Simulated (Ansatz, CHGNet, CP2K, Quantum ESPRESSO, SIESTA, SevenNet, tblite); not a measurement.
# CP2K runs on P2_1/m (COD entry) CsBC2F8, displaced supercell (96 atoms), part 2 of 2

How do the settings of CP2K change the result for P2_1/m (COD entry) CsBC2F8, displaced supercell (96 atoms)? A plane-wave run serves as the yardstick.

Program: CP2K 2026.2; the method stands at each step. Banners, paths, timers and routine set-up lines are dropped from the logs unmarked, and long logs keep their key lines alone; longer cuts are marked.

So far. Step 2 (PBE, DZVP-MOLOPT-SR, 600/50 Ry, diagonalisation): Forces lie 6.6 % from the reference's, at 0.29 times its CPU time.

## (3) PBE, DZVP-MOLOPT-SR, 300/50 Ry, diagonalisation

Method: Kohn-Sham DFT, PBE, GTH-PBE pseudopotentials, Gaussian and plane waves, DZVP-MOLOPT-SR-GTH, diagonalisation.

input.inp reads:

```
&GLOBAL
  PROJECT cell
  RUN_TYPE ENERGY_FORCE
  PRINT_LEVEL LOW
&END GLOBAL
&FORCE_EVAL
  METHOD QS
  STRESS_TENSOR ANALYTICAL
  &DFT
    BASIS_SET_FILE_NAME BASIS_MOLOPT
    POTENTIAL_FILE_NAME GTH_POTENTIALS
    &MGRID
      CUTOFF 300
      REL_CUTOFF 50
    &END MGRID
    &QS
      EPS_DEFAULT 1.0E-12
    &END QS
    &SCF
      SCF_GUESS ATOMIC
      EPS_SCF 1.0E-06
      MAX_SCF 200
      ADDED_MOS 54
      &DIAGONALIZATION
        ALGORITHM STANDARD
      &END DIAGONALIZATION
      &SMEAR ON
        METHOD FERMI_DIRAC
        ELECTRONIC_TEMPERATURE [K] 580
      &END SMEAR
      &MIXING
        METHOD BROYDEN_MIXING
        ALPHA 0.15
        NBROYDEN 8
      &END MIXING
      &PRINT
        &RESTART OFF
        &END RESTART
      &END PRINT
    &END SCF
    &XC
      &XC_FUNCTIONAL PBE
      &END XC_FUNCTIONAL
    &END XC
    &PRINT
      &MULLIKEN ON
      &END MULLIKEN
      &HIRSHFELD ON
        SHAPE_FUNCTION DENSITY
      &END HIRSHFELD
      &MO ON
        EIGENVALUES T
        OCCUPATION_NUMBERS T
        MO_INDEX_RANGE 293 316
        &EACH
          QS_SCF 0
        &END EACH
        ADD_LAST NUMERIC
      &END MO
    &END PRINT
  &END DFT
  &SUBSYS
    &CELL
      A 11.91600 0.00000 0.00000
      B 0.00000 15.25600 0.00000
      C -1.51250 0.00000 8.16072
    &END CELL
    &TOPOLOGY
      COORD_FILE_NAME structure.xyz
      COORD_FILE_FORMAT XYZ
    &END TOPOLOGY
    &KIND Cs
      BASIS_SET DZVP-MOLOPT-SR-GTH-q9
      POTENTIAL GTH-PBE-q9
    &END KIND
    &KIND B
      BASIS_SET DZVP-MOLOPT-SR-GTH-q3
      POTENTIAL GTH-PBE-q3
    &END KIND
    &KIND C
      BASIS_SET DZVP-MOLOPT-SR-GTH-q4
      POTENTIAL GTH-PBE-q4
    &END KIND
    &KIND F
      BASIS_SET DZVP-MOLOPT-SR-GTH-q7
      POTENTIAL GTH-PBE-q7
    &END KIND
  &END SUBSYS
  &PRINT
    &FORCES ON
    &END FORCES
    &STRESS_TENSOR ON
    &END STRESS_TENSOR
  &END PRINT
&END FORCE_EVAL
```

structure.xyz reads:

```xyz
96

[... 96 atom lines left out: the same atoms as in the first run ...]
```

Launch:

```
> OMP_NUM_THREADS=2 cp2k.psmp -i input.inp > output.txt
```

Numbers of over 12 decimals in the logs are rounded to 6 here.

What it wrote:

```text
CP2K| version string:                                       CP2K version 2026.2
 CP2K| Input file name                                                 input.inp
 GLOBAL| Basis set file name                                        BASIS_MOLOPT
 GLOBAL| Potential file name                                      GTH_POTENTIALS
[... lines left out ...]
 Number of electrons:                                                        608
[... lines left out ...]
  Step     Update method      Time    Convergence         Total energy    Change
[... lines left out ...]
  *** SCF run converged in    26 steps ***
[... lines left out ...]
  Fermi energy:                                                 0.163626
  Total energy:                                             -1827.782717
  Total energy (extrapolated to T->0):                      -1827.782717
[... lines left out ...]
 MO| E(Fermi):            0.163626 a.u.          4.452496 eV
[... lines left out ...]
 ENERGY| Total FORCE_EVAL ( QS ) energy [hartree]          -1827.782724
[... lines left out ...]
 FORCES|      1  3.75946163E-03 -1.04100960E-03  7.45083299E-03   8.41024168E-03
 FORCES|      2  7.12376322E-04  2.65723498E-03  4.96827782E-04   2.79557071E-03
 FORCES|      3  3.66153132E-02 -2.24459770E-02 -4.53577976E-02   6.24646528E-02
[...]
FORCES|     95 -8.40095709E-02 -1.23545560E-01 -6.78940061E-02   1.64105787E-01
 FORCES|     96  2.01811847E-02  2.12690159E-02 -1.17280000E-02   3.15784299E-02
 FORCES| Sum    -7.21015215E-02  3.38677831E-02  1.40533811E-02
 FORCES| Total atomic force                                       8.08897624E-02
 STRESS| Analytical stress tensor [bar]
 STRESS|                        x                   y                   z
 STRESS|      x        7.58685195026E+04  -1.26883749995E+03   1.84465617873E+04
 STRESS|      y       -1.26883749995E+03   8.74995295650E+04   1.96681230368E+03
 STRESS|      z        1.84465617873E+04   1.96681230368E+03   5.49960118944E+04
 STRESS| 1/3 Trace                                             7.27880203207E+04
```

Wall time 3.6 min (2 threads of Arm Neoverse V2, shared host); peak memory 1.7 GiB.

Numbers from this run, and their distance from the reference:

```yaml
r_m_s_force_component: 2.76 eV/Å
r_m_s_difference_of_force_components: 227.8 meV/Å
longest_difference_of_force_vectors: 895.6 meV/Å
force_difference_over_r_m_s_force: 8.55 %
slope_of_forces_against_the_reference_s: 1.033
correlation_of_force_components: 0.9971
spacing_of_highest_filled_and_lowest_empty_level: 4.748 eV
gap_difference: -0.0358 eV
pressure: 7.279 GPa
pressure_difference: 0.7041 GPa
energy_less_the_same_level_run_s: -16.19 meV/atom
r_m_s_force_difference_from_the_same_level_run: 217.8 meV/Å
```

This is a coarse setting, run to see what it loses.

Against the first run (6.6 %), the force difference from the reference is 8.5 %, at 0.79 times the CPU time (on 2 against 4 cores): the grid matters here.

The forces add up to 4.2 eV/Å instead of zero, usually a sign of too coarse a grid.

## (4) All runs compared

Differences are against the plane-wave reference, forces as r.m.s. over components; share is that over the reference's r.m.s. force, slope the least-squares factor from reference forces to these. Total energies of different programs have different zeros and aren't compared.

| run | Δ force, r.m.s. (meV/Å) | share (%) | slope | Δ pressure (GPa) | Δ gap (eV) | cores | CPU time | memory (GiB) |
| --- | --- | --- | --- | --- | --- | --- | --- | --- |
| reference | - | - | - | - | - | 4 | 29 min | 4.7 |
| CP2K PBE, DZVP-MOLOPT-SR, 600/50 Ry, diagonalisation | 177 | 6.65 | 1.032 | 0.474 | -0.0312 | 4 | 8.4 min | 5.7 |
| CP2K PBE, DZVP-MOLOPT-SR, 300/50 Ry, diagonalisation (coarse) | 228 | 8.55 | 1.033 | 0.704 | -0.0358 | 2 | 6.7 min | 1.7 |

Rows marked coarse were listed beforehand as settings not expected to be converged; some can still land near the reference.

CPU time is summed over cores on a shared host, where runs went side by side, so it is rough. Symmetry, cutoffs, thresholds, outputs and thread counts weren't matched or tuned between programs; memory under MPI is the largest rank's times the ranks.

Within one program, basis, potentials and functional, energies share a zero. Each run against its twin at the usual cutoff or grid and solver:

| run | twin | Δ energy (meV/atom) | Δ force, r.m.s. (meV/Å) | CPU time over the twin's |
| --- | --- | --- | --- | --- |
| CP2K PBE, DZVP-MOLOPT-SR, 300/50 Ry, diagonalisation | DZVP-MOLOPT-SR, 600/50 Ry, diagonalisation | -16.2 | 218 | 0.79 (this twin ran on 4 cores) |

A second geometry, displaced anew (every atom was moved at random, 0.08 Å r.m.s. a Cartesian component), gives an energy difference that all programs can be tested on. The reference puts it at 208.9 meV/atom.

| run | energy less the first geometry's (meV/atom) | error (meV/atom) | force share at the second geometry (%) |
| --- | --- | --- | --- |
| CP2K PBE, DZVP-MOLOPT-SR, 600/50 Ry, diagonalisation | 214.5 | 5.54 | 4.31 |
| CP2K PBE, DZVP-MOLOPT-SR, 300/50 Ry, diagonalisation | 213.2 | 4.31 | 5.04 |

## (5) Summary of results

```
nearest in forces : CP2K PBE, DZVP-MOLOPT-SR, 600/50 Ry, diagonalisation, 6.6 %
its CPU time      : 8.4 min
```

In words: The PBE run in local orbitals, coarse settings apart, differs by 6.6 % (CP2K PBE, DZVP-MOLOPT-SR, 600/50 Ry, diagonalisation); basis, grid and potentials can all enter. Runs with settings chosen to be coarse differ by 8.5 % (CP2K PBE, DZVP-MOLOPT-SR, 300/50 Ry, diagonalisation), their programs' other errors included. Of the electronic-structure runs that take under half the reference's CPU time, CP2K PBE, DZVP-MOLOPT-SR, 600/50 Ry, diagonalisation comes nearest, at 6.6 % in 8.4 min against 29 min. At the same functional, gaps differ from the reference's 4.78 eV by between -0.04 and -0.03 eV. These are spacings on the run's k-points, which needn't hold the band edges. The energy difference between the two geometries, 209 meV/atom in the reference, is met best by CP2K PBE, DZVP-MOLOPT-SR, 300/50 Ry, diagonalisation (coarse) (+4.31) and worst by CP2K PBE, DZVP-MOLOPT-SR, 600/50 Ry, diagonalisation (+5.54). The reference's pressure holds the uncorrected Pulay stress of its 60 Ry basis, so small pressure differences, and their order, may be the reference's own error. In our tests on small cells the SSSP efficiency potentials stood apart from two norm-conserving sets, for C–F bonds most and for P–O bonds less, so differences between them and other runs here needn't be the other run's error. The published positions, changed by the recipe (random displacements or longer bonds to H), lie far from the minimum at this level of theory. The reference's pressure of 6.6 GPa belongs to a cell and atoms that aren't relaxed at this level. The electronic-structure runs sample only Γ, in a cell whose shortest periodic width is 8 Å. Spin–orbit coupling is left out, which matters for the levels of the heavy elements.

[Also dropped from logs without a mark: logging warnings of Python, and SIESTA's first energy breakdown and zero terms.]

[Logs are printed without paths, hosts, clocks, repeated set-up lines and the standing remarks that a program may print on its own settings, such as how far it seeks lower states.]

[Hosts, paths, dates, database ids (printed as entryN), source tags and the programs' standing remarks are cut or masked in the printed files.]
